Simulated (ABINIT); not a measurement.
## AlGaAs2 (zincblende [001] superlattice) (P-4m2): G0W0 with ABINIT, start to end

Aim: the G0W0 gap of AlGaAs2 (zincblende [001] superlattice) (P-4m2) on PBEsol, step by step.

Program: ABINIT 10.8.3. Level of theory: PBEsol and many-body steps on it, plane waves. Results are calculated unless marked as measured.

The structure was built from a prototype and need not be the compound's stable phase.

**1. Starting point**

It takes space group P-4m2 (No. 115, tetragonal). Conventional cell: a = 4.012 Å, b = 4.012 Å, c = 11.308 Å, α = 90.00°, β = 90.00°, γ = 90.00°. Ga has 4 As at 2.45 Å nearest. Nearest to As lie 4 Ga at 2.45 Å. As has 2 Al at 2.45 Å and 2 Ga at 2.45 Å nearest. Al has 4 As at 2.45 to 2.46 Å nearest. Nearest to As lie 4 Al at 2.46 Å. It derives from GaAs. Farther neighbours are not listed.

The structure was relaxed with PBEsol. The structure type comes from a generator and need not be one that this composition takes. The runs that relaxed it are not among those shown.

**2. Ground state**

This step: ABINIT 10.8.3; DFT, PBEsol, plane waves, norm-conserving pseudopotentials.

The ground-state density comes first.

run.abi

```
acell 3*1.0 Angstrom
rprim 
  4.012070640132 0.000000000000 0.000000000000
  0.000000000000 4.012070640132 0.000000000000
  0.000000000000 0.000000000000 11.307870973057
ntypat 3
znucl 31 33 13
natom 8
typat 1 2 1 2 3 2 3 2
xred 
  0.000000000000 0.000000000000 0.062888263453
  0.500000000000 0.000000000000 0.187500000000
  0.500000000000 0.500000000000 0.312111736547
  0.000000000000 0.500000000000 0.437186699053
  0.000000000000 0.000000000000 0.562163356889
  0.500000000000 0.000000000000 0.687500000000
  0.500000000000 0.500000000000 0.812836643111
  0.000000000000 0.500000000000 0.937813300947
pp_dirpath "pseudos"
pseudos "Ga.upf, As.upf, Al.upf"
ecut 45
ngkpt 4 4 2
nshiftk 1
shiftk 0 0 0
kptopt 1
chksymbreak 0
nband 78
occopt 1
tolvrs 1e-08
nstep 60
prtwf 0
optforces 0
optstress 0
indata_prefix "in"
outdata_prefix "out"
tmpdata_prefix "tmp"
```

Started as:

```console
$ OMP_NUM_THREADS=1 mpirun -n 4 abinit run.abi > log
```

Numbers of over 12 decimals in the logs are rounded to 6 here.

Output:

```text
.Version 10.8.3 of ABINIT. v10.8.2 released Aug 2026.

 Symmetries : space group P-4 m 2 (#115); Bravais tP (primitive tetrag.)
================================================================================
 Values of the parameters that define the memory need of the present run
     intxc =       0    ionmov =       0      iscf =       7    lmnmax =       6
     lnmax =       6     mgfft =     135  mpssoang =       3    mqgrid =    6453
     natom =       8  nloc_mem =       1    nspden =       1   nspinor =       1
    nsppol =       1      nsym =       8    n1xccc =    2501    ntypat =       3
    occopt =       1   xclevel =       2
-    mband =          78        mffmem =           1         mkmem =           3
       mpw =       17720          nfft =      311040          nkpt =          12
================================================================================
  Rough estimation (10% accuracy) of disk space for files :
================================================================================

--------------------------------------------------------------------------------
------------- Echo of variables that govern the present computation ------------
--------------------------------------------------------------------------------
 -outvars: echo values of preprocessed input variables --------
            acell      1.8897261259E+00  1.8897261259E+00  1.8897261259E+00 Bohr

      chksymbreak           0
             ecut      4.50000000E+01 Hartree
-          fftalg         312

              ixc     -116133
              kpt      0.00000000E+00  0.00000000E+00  0.00000000E+00
                       2.50000000E-01  0.00000000E+00  0.00000000E+00
                       5.00000000E-01  0.00000000E+00  0.00000000E+00
                       2.50000000E-01  2.50000000E-01  0.00000000E+00
                       5.00000000E-01  2.50000000E-01  0.00000000E+00
                       5.00000000E-01  5.00000000E-01  0.00000000E+00
                       0.00000000E+00  0.00000000E+00  5.00000000E-01
                       2.50000000E-01  0.00000000E+00  5.00000000E-01
                       5.00000000E-01  0.00000000E+00  5.00000000E-01
                       2.50000000E-01  2.50000000E-01  5.00000000E-01
                       5.00000000E-01  2.50000000E-01  5.00000000E-01
[...]
kptrlatt        4    0    0      0    4    0      0    0    2
          kptrlen      3.03268588E+01
P           mkmem           3
            natom           8
            nband          78
            ngfft          48      48     135
             nkpt          12
            nstep          60
             nsym           8
           ntypat           3
              occ      2.000000  2.000000  2.000000  2.000000  2.000000  2.000000
                       2.000000  2.000000  2.000000  2.000000  2.000000  2.000000
                       2.000000  2.000000  2.000000  2.000000  2.000000  2.000000
                       2.000000  2.000000  2.000000  2.000000  2.000000  2.000000
                       2.000000  2.000000  2.000000  2.000000  2.000000  2.000000
                       2.000000  2.000000  2.000000  2.000000  2.000000  2.000000
                       2.000000  2.000000  2.000000  2.000000  2.000000  2.000000
                       2.000000  2.000000  2.000000  2.000000  2.000000  2.000000
                       2.000000  2.000000  2.000000  2.000000  2.000000  2.000000
                       2.000000  2.000000  2.000000  2.000000  2.000000  2.000000
                       2.000000  2.000000  2.000000  2.000000  2.000000  2.000000
                       2.000000  2.000000  2.000000  2.000000  0.000000  0.000000
                       0.000000  0.000000  0.000000  0.000000  0.000000  0.000000
        optforces           0
        optstress           0
            prtwf           0
            rprim      4.0120706401E+00  0.0000000000E+00  0.0000000000E+00
[...]
spgroup         115

           tolvrs      1.00000000E-08

             xred      0.0000000000E+00  0.0000000000E+00  6.2888263453E-02
[...]
znucl       31.00000   33.00000   13.00000

================================================================================

 chkinp: Checking input parameters for consistency.

================================================================================
== DATASET  1 ==================================================================
-   mpi_nproc: 4, omp_nthreads: 1 (-1 if OMP is not activated)

--- !DatasetInfo
iteration_state: {dtset: 1, }
dimensions: {natom: 8, nkpt: 12, mband: 78, nsppol: 1, nspinor: 1, nspden: 1, mpw: 17720, }
cutoff_energies: {ecut:  45.0, pawecutdg:  -1.0, }
electrons: {nelect:   1.40000000E+02, charge:   0.00000000E+00, occopt:   1.00000000E+00, tsmear:   1.00000000E-02, }

 Real(R)+Recip(G) space primitive vectors, cartesian coordinates (Bohr,Bohr^-1):
 R(1)=  7.5817147  0.0000000  0.0000000  G(1)=  0.1318963  0.0000000  0.0000000
 R(2)=  0.0000000  7.5817147  0.0000000  G(2)=  0.0000000  0.1318963  0.0000000
 R(3)=  0.0000000  0.0000000 21.3687792  G(3)=  0.0000000  0.0000000  0.0467972
 Unit cell volume ucvol=  1.2283287E+03 bohr^3
 Angles (23,13,12)=  9.00000000E+01  9.00000000E+01  9.00000000E+01 degrees

 getcut: wavevector=  0.0000  0.0000  0.0000  ngfft=  48  48 135
[...]
_setup2: Arith. and geom. avg. npw (full set) are   17705.906   17705.889

================================================================================

--- !BeginCycle
iteration_state: {dtset: 1, }
solver: {iscf: 7, nstep: 60, nline: 4, wfoptalg: 0, }
tolerances: {tolvrs: 1.00E-08, }

     iter   Etot(hartree)      deltaE(h)  residm     vres2
 ETOT  1  -1665.3531148547    -1.665E+03 1.254E+00 7.994E+05
 ETOT  2  -1669.9735532096    -4.620E+00 1.226E+00 1.614E+06
 ETOT  3  -1713.4910063636    -4.352E+01 3.738E-01 1.771E+05
 ETOT  4  -1717.9266971234    -4.436E+00 1.003E-01 8.573E+04
 ETOT  5  -1719.1454968002    -1.219E+00 1.369E-02 5.187E+04
 ETOT  6  -1720.2696438432    -1.124E+00 5.727E-02 2.349E+04
 ETOT  7  -1720.6085604496    -3.389E-01 3.503E-02 1.410E+04
 ETOT  8  -1720.7005514486    -9.199E-02 6.453E-03 1.094E+04
 ETOT  9  -1720.8525570782    -1.520E-01 5.291E-03 6.008E+03
 ETOT 10  -1721.0037382418    -1.512E-01 7.716E-03 4.107E+02
[...]
ETOT 19  -1721.0101180876     1.091E-11 3.504E-03 7.769E-07
 ETOT 20  -1721.0101180875     1.091E-10 2.977E-03 6.285E-07
 ETOT 21  -1721.0101180874     1.728E-11 1.456E-03 4.113E-07
 ETOT 22  -1721.0101180874     2.956E-11 8.252E-04 1.090E-07
 ETOT 23  -1721.0101180872     1.746E-10 3.665E-04 2.919E-09

 At SCF step   23       vres2   =  2.92E-09 < tolvrs=  1.00E-08 =>converged.

--- !ResultsGS
iteration_state: {dtset: 1, }
comment   : Summary of ground state results
lattice_vectors:
- [  7.5817147,   0.0000000,   0.0000000, ]
- [  0.0000000,   7.5817147,   0.0000000, ]
- [  0.0000000,   0.0000000,  21.3687792, ]
lattice_lengths: [   7.58171,    7.58171,   21.36878, ]
lattice_angles: [ 90.000,  90.000,  90.000, ] # degrees, (23, 13, 12)
lattice_volume:   1.2283287E+03
convergence: {deltae:  1.746E-10, res2:  2.919E-09, residm:  3.665E-04, diffor:  0.000E+00, }
etotal    :  -1.72101012E+03
entropy   :   0.00000000E+00
fermie    :   1.86514667E-01
cartesian_stress_tensor: null
pressure_GPa: null
xred      :
- [  0.0000E+00,   0.0000E+00,   6.2888E-02, Ga]
- [  5.0000E-01,   0.0000E+00,   1.8750E-01, As]
- [  5.0000E-01,   5.0000E-01,   3.1211E-01, Ga]
- [  0.0000E+00,   5.0000E-01,   4.3719E-01, As]
- [  0.0000E+00,   0.0000E+00,   5.6216E-01, Al]
- [  5.0000E-01,   0.0000E+00,   6.8750E-01, As]
- [  5.0000E-01,   5.0000E-01,   8.1284E-01, Al]
- [  0.0000E+00,   5.0000E-01,   9.3781E-01, As]
cartesian_forces: null
force_length_stats: {min: null, max: null, mean: null, }

 Integrated electronic density in atomic spheres:
 ------------------------------------------------
 Atom  Sphere_radius  Integrated_density
[...]
================================================================================

 ----iterations are completed or convergence reached----

 Mean square residual over all n,k,spin=   92.825E-08; max=  36.650E-05
 reduced coordinates (array xred) for    8 atoms
[...]
0.000000000000      0.500000000000      0.437186699053
       0.000000000000      0.000000000000      0.562163356889
       0.500000000000      0.000000000000      0.687500000000
       0.500000000000      0.500000000000      0.812836643111
       0.000000000000      0.500000000000      0.937813300947
 rms dE/dt=  0.0000E+00; max dE/dt=  0.0000E+00; dE/dt below (all hartree)
    1       0.000000000000      0.000000000000      0.000000000000
    2       0.000000000000      0.000000000000      0.000000000000
    3       0.000000000000      0.000000000000      0.000000000000
    4       0.000000000000      0.000000000000      0.000000000000
    5       0.000000000000      0.000000000000      0.000000000000
    6       0.000000000000      0.000000000000      0.000000000000
    7       0.000000000000      0.000000000000      0.000000000000
    8       0.000000000000      0.000000000000      0.000000000000

 cartesian coordinates (angstrom) at end:
    1      0.000000     0.000000     0.711132
    2      2.006035     0.000000     2.120226
    3      2.006035     2.006035     3.529319
    4      0.000000     2.006035     4.943651
    5      0.000000     0.000000     6.356871
    6      2.006035     0.000000     7.774161
    7      2.006035     2.006035     9.191452
    8      0.000000     2.006035    10.604672
 length scales=  1.889726125908  1.889726125908  1.889726125908 bohr
              =  1.000000000000  1.000000000000  1.000000000000 angstroms
 prteigrs : about to open file out_EIG
 Fermi (or HOMO) energy (hartree) =   0.18651   Average Vxc (hartree)=  -0.36009
 Eigenvalues (hartree) for nkpt=  12  k points:
 kpt#   1, nband= 78, wtk=  0.03125, kpt=  0.0000  0.0000  0.0000 (reduced coord)
  -6.58291   -6.57709   -6.57709   -6.57231   -5.07972   -5.07972   -4.50827   -4.50796
  -4.50796   -4.50275   -4.50275   -4.50252   -4.50251   -4.50165   -4.50165   -4.49778
  -4.49749   -4.49749   -3.27286   -3.27281   -3.27260   -3.27260   -3.27249   -3.27249
  -1.09741   -1.09741   -1.09721   -1.09721   -1.09680   -1.09226   -1.09226   -1.09214
  -1.09213   -1.09137   -1.09137   -1.09119   -1.09115   -1.09106   -1.09105   -1.08725
  -1.08725   -1.08706   -1.08699   -1.08660   -0.35348   -0.35140   -0.35012   -0.35012
  -0.34910   -0.34910   -0.34846   -0.34807   -0.34733   -0.34702   -0.26661   -0.23418
  -0.23320   -0.18342   -0.04003    0.05124    0.05357    0.09656    0.09656    0.12967
   0.12967    0.13040    0.13040    0.18643    0.18651    0.18651    0.22527    0.23496
   0.25220    0.26980    0.27036    0.31307    0.31355    0.33208
 prteigrs : prtvol=0 or 1, do not print more k-points.

--- !EnergyTerms
iteration_state     : {dtset: 1, }
comment             : Components of total free energy in Hartree
kinetic             :  7.86712306851978E+02
hartree             :  8.44234376591711E+02
xc                  : -1.62427151286390E+02
Ewald energy        : -6.46782616935101E+02
psp_core            :  1.62922916295443E+01
local_psp           : -2.13725308036919E+03
non_local_psp       : -4.21786244569792E+02
total_energy        : -1.72101011808724E+03
total_energy_eV     : -4.68310710565133E+04
band_energy         : -2.70821023505969E+02

== END DATASET(S) ==============================================================
================================================================================

 -outvars: echo values of variables after computation  --------
           etotal     -1.7210101181E+03
            nband          78
             nkpt          12
          spgroup         115
 [... the other variables as echoed above ...]

 Calculation completed.
```

The job ended after 7 min (4 MPI ranks of Arm Neoverse V1, shared host; peak memory 0.84 GiB).

Numbers from this step:

- total energy: -46831.0711 eV
- gap: 1.055 eV
- k of the valence top: 0, 0, 0
- k of the conduction bottom: 0, 0, 0
- least direct gap: 1.055 eV

The gap is direct, at Γ.

**3. Empty states on the mesh, 4×4×1 mesh, 319 bands**

The sums over transitions need many empty states on a uniform mesh; this step solves for them.

run.abi, as its differences from that of step 2:

```diff
@@ -21,3 +21,3 @@
 ecut 45
-ngkpt 4 4 2
+ngkpt 4 4 1
 nshiftk 1
@@ -26,9 +26,10 @@
 chksymbreak 0
-nband 78
-occopt 1
-tolvrs 1e-08
+iscf -2
+irdden 1
+istwfk *1
+nband 319
+nbdbuf 28
+tolwfr 1e-09
 nstep 60
-prtwf 0
-optforces 0
-optstress 0
+prtvol 0
 indata_prefix "in"
```

Output:

```text
.Version 10.8.3 of ABINIT. v10.8.2 released Aug 2026.

 Symmetries : space group P-4 m 2 (#115); Bravais tP (primitive tetrag.)
[... echo of the input left out ...]
== DATASET  1 ==================================================================
-   mpi_nproc: 4, omp_nthreads: 1 (-1 if OMP is not activated)

--- !DatasetInfo
iteration_state: {dtset: 1, }
dimensions: {natom: 8, nkpt: 6, mband: 319, nsppol: 1, nspinor: 1, nspden: 1, mpw: 17765, }
cutoff_energies: {ecut:  45.0, pawecutdg:  -1.0, }
electrons: {nelect:   1.40000000E+02, charge:   0.00000000E+00, occopt:   1.00000000E+00, tsmear:   1.00000000E-02, }

 Real(R)+Recip(G) space primitive vectors, cartesian coordinates (Bohr,Bohr^-1):
 R(1)=  7.5817147  0.0000000  0.0000000  G(1)=  0.1318963  0.0000000  0.0000000
 R(2)=  0.0000000  7.5817147  0.0000000  G(2)=  0.0000000  0.1318963  0.0000000
 R(3)=  0.0000000  0.0000000 21.3687792  G(3)=  0.0000000  0.0000000  0.0467972
 Unit cell volume ucvol=  1.2283287E+03 bohr^3
 Angles (23,13,12)=  9.00000000E+01  9.00000000E+01  9.00000000E+01 degrees

 getcut: wavevector=  0.0000  0.0000  0.0000  ngfft=  48  48 135
         ecut(hartree)=     45.000   => boxcut(ratio)=   2.07660

--- Pseudopotential description ------------------------------------------------
- Ga Generated using ONCVPSP code by D. R. Hamann
- 31.00000  21.00000  180301                  znucl, zion, pspdat
12 -116133 2 -1 1902                          pspcod,pspxc,lmax,lloc,mmax
     nproj     2     2     2
  pspatm : epsatm=   21.80669258
         --- l  ekb(1:nproj) -->
             0    4.959893   -1.213809
             1   -5.684672   -1.351107
             2  -10.614396   -3.839878
 pspatm: atomic psp has been read  and splines computed

- As Generated using ONCVPSP code by D. R. Hamann
- 33.00000  23.00000  180301                  znucl, zion, pspdat
12 -116133 2 -1 1342                          pspcod,pspxc,lmax,lloc,mmax
     nproj     2     2     2
  pspatm : epsatm=   24.49033745
         --- l  ekb(1:nproj) -->
[...]
pspatm: atomic psp has been read  and splines computed

- Al Generated using ONCVPSP code by D. R. Hamann
- 13.00000   3.00000  180301                  znucl, zion, pspdat
12 -116133 2 -1 1876                          pspcod,pspxc,lmax,lloc,mmax
     nproj     2     2     2
  pspatm : epsatm=    0.68509285
         --- l  ekb(1:nproj) -->
[...]
pspatm: atomic psp has been read  and splines computed

--------------------------------------------------------------------------------

================================================================================
 prteigrs : about to open file out_EIG
 Non-SCF case, kpt    1 (  0.00000  0.00000  0.00000), residuals and eigenvalues=
  9.91E-10  2.90E-10  3.76E-10  4.01E-10  7.16E-10  3.21E-10  2.25E-10  2.49E-10
  2.38E-10  2.96E-10  3.05E-10  3.26E-10  2.05E-10  3.15E-10  3.50E-10  2.36E-10
[...]
3.95E-05  5.65E-05  9.05E-05  2.55E-04  3.61E-04  1.73E-04  3.51E-04
 -6.5829E+00 -6.5771E+00 -6.5771E+00 -6.5723E+00 -5.0797E+00 -5.0797E+00
 -4.5083E+00 -4.5080E+00 -4.5080E+00 -4.5027E+00 -4.5027E+00 -4.5025E+00
 -4.5025E+00 -4.5016E+00 -4.5016E+00 -4.4978E+00 -4.4975E+00 -4.4975E+00
[...]
2.5309E+00  2.5426E+00  2.5426E+00  2.5452E+00  2.5454E+00  2.5546E+00
  2.5546E+00  2.5589E+00  2.5668E+00  2.5877E+00  2.5898E+00  2.6023E+00
  2.6066E+00
 prteigrs : prtvol=0 or 1, do not print more k-points.

--- !ResultsGS
iteration_state: {dtset: 1, }
comment   : Summary of ground state results
lattice_vectors:
- [  7.5817147,   0.0000000,   0.0000000, ]
- [  0.0000000,   7.5817147,   0.0000000, ]
- [  0.0000000,   0.0000000,  21.3687792, ]
lattice_lengths: [   7.58171,    7.58171,   21.36878, ]
lattice_angles: [ 90.000,  90.000,  90.000, ] # degrees, (23, 13, 12)
lattice_volume:   1.2283287E+03
convergence: {deltae:  0.000E+00, res2:  0.000E+00, residm:  9.957E-10, diffor:  0.000E+00, }
etotal    :  -1.72101012E+03
entropy   :   0.00000000E+00
fermie    :   1.86514667E-01
cartesian_stress_tensor: null
pressure_GPa: null
xred      :
- [  0.0000E+00,   0.0000E+00,   6.2888E-02, Ga]
- [  5.0000E-01,   0.0000E+00,   1.8750E-01, As]
- [  5.0000E-01,   5.0000E-01,   3.1211E-01, Ga]
- [  0.0000E+00,   5.0000E-01,   4.3719E-01, As]
- [  0.0000E+00,   0.0000E+00,   5.6216E-01, Al]
- [  5.0000E-01,   0.0000E+00,   6.8750E-01, As]
- [  5.0000E-01,   5.0000E-01,   8.1284E-01, Al]
- [  0.0000E+00,   5.0000E-01,   9.3781E-01, As]
cartesian_forces: null
force_length_stats: {min: null, max: null, mean: null, }

 Integrated electronic density in atomic spheres:
 ------------------------------------------------
 Atom  Sphere_radius  Integrated_density
[...]
================================================================================

 ----iterations are completed or convergence reached----

 Mean square residual over all n,k,spin=   46.347E-11; max=  99.570E-11
 reduced coordinates (array xred) for    8 atoms
[...]
0.500000000000      0.500000000000      0.812836643111
       0.000000000000      0.500000000000      0.937813300947

 cartesian coordinates (angstrom) at end:
    1      0.000000     0.000000     0.711132
    2      2.006035     0.000000     2.120226
    3      2.006035     2.006035     3.529319
[...]
7      2.006035     2.006035     9.191452
    8      0.000000     2.006035    10.604672
 length scales=  1.889726125908  1.889726125908  1.889726125908 bohr
              =  1.000000000000  1.000000000000  1.000000000000 angstroms
 prteigrs : about to open file out_EIG
 Eigenvalues (hartree) for nkpt=   6  k points:
 kpt#   1, nband=319, wtk=  0.06250, kpt=  0.0000  0.0000  0.0000 (reduced coord)
[...]
2.40364    2.40364    2.40715    2.40715    2.41612    2.41846    2.45114    2.49305
   2.52777    2.53089    2.53090    2.54260    2.54263    2.54522    2.54539    2.55460
   2.55465    2.55887    2.56681    2.58772    2.58985    2.60227    2.60655
 prteigrs : prtvol=0 or 1, do not print more k-points.

== END DATASET(S) ==============================================================
================================================================================

 -outvars: echo values of variables after computation  --------
            nband         319
             nkpt           6
          spgroup         115
 [... the other variables as echoed above ...]

 Calculation completed.
```

Wall time 13 min (4 MPI ranks); peak memory 1.1 GiB; 51 min of CPU time.

This step gave:

* gap: 1.055 eV
* k of the valence top: 0, 0, 0
* k of the conduction bottom: 0, 0, 0
* least direct gap: 1.055 eV
* k points computed: 6
* lowest point of the top converged band, above the valence top: 57.6373 eV

On this mesh the gap is 1.055 eV.

[end of part 1 of 2]

[Paths, hosts, dates, memory and timing lines, banners, echoed tables and standing remarks are left out of the program output.]

[Logs are printed without paths, hosts, clocks, repeated set-up lines and the standing remarks that a program may print on its own settings, such as how far it seeks lower states.]

[Runs of the session that timed out or met a known fault of the program may be left out.]

[No measured gap is set beside runs whose start may be inverted or whose files or cutoffs have a known fault.]

[Hosts, paths, dates, database ids (printed as entryN), source tags and the programs' standing remarks are cut or masked in the printed files.]

[G0W0 gaps are taken among the corrected bands and points alone; a level outside them can change the order at an edge.]

[Where Ansatz stands beside ABINIT at settings called matched, ABINIT's density can come from a denser mesh and the files from another edition; pairs whose starting gaps differed by over 0.03 eV were left out, so agreement reads better than it is.]
